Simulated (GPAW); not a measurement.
# Surface energy and work function of Ta(100) from slabs of 4 to 14 layers (PBE)

How do energy and work function of Ta(100) films settle with thickness, and what surface energy follows?

How it was computed: GPAW 26.7.0, plane waves at 450 eV with PAW setups; symmetric 1×1 slabs cut at the tabulated lattice constant (two decimals; low-temperature values for the alkali metals), atoms at bulk places, 7.5 Å of vacuum on each side, one in-plane mesh for all thicknesses, Fermi-Dirac smearing of 0.1 eV. Energies are extrapolated to zero smearing and count from the program's reference atoms. Functional PBE. The cell's area is 10.956 Å².

Results, with one row withheld:

```tsv
layers	energy (eV)	work function (eV)
4	−35.6000	3.99
5	−45.5801	3.96
6	−55.4942	3.98
7	−65.3439	4.00
8	−75.2147	3.99
9	−85.0862	3.99
10	−94.9447	4.00
11	−104.8033	4.00
12	−114.6740	4.00
14	?	?
```

**Question.** What surface energy do these runs give, and what energy and work function should the 14-layer slab have?

A: A slab of n layers has E(n) = nε + 2Aγ once its middle is bulk-like. A line through n = 6 to 12 has the slope ε = −9.8639 eV a layer and the intercept 2Aγ = 3.6946 eV (r.m.s. residual 4.9 meV). So γ = 3.6946 / (2 × 10.956 Å²) = 0.1686 eV/Å² = 2.70 J/m², with a standard error of under 0.01 J/m² from the scatter about the line. For 14 layers: 3.6946 + 14 × (−9.8639) = −134.399 eV; the run gives −134.395 eV, 4.2 meV over the line. The work function has no such law: from 6 to 12 layers it moves between 3.98 and 4.00 eV (mean 3.99), and the 14-layer slab gives 4.00 eV. The thinnest slab, 4 layers, lies 0.00 eV from that mean. The measured value for this face is 4.10 eV (“Anisotropic work function of elemental crystals” (2019, arxiv:1902.07811)); the unrelaxed 14-layer slab lies 0.10 eV under it.

Caveats: The surfaces are unrelaxed, so γ is an upper bound for this functional and lattice constant. The tabulated lattice constant isn't the functional's own, which strains the slab a little. Spin-orbit coupling is left out.

[Logs are printed without paths, hosts, clocks, repeated set-up lines and the standing remarks that a program may print on its own settings, such as how far it seeks lower states.]
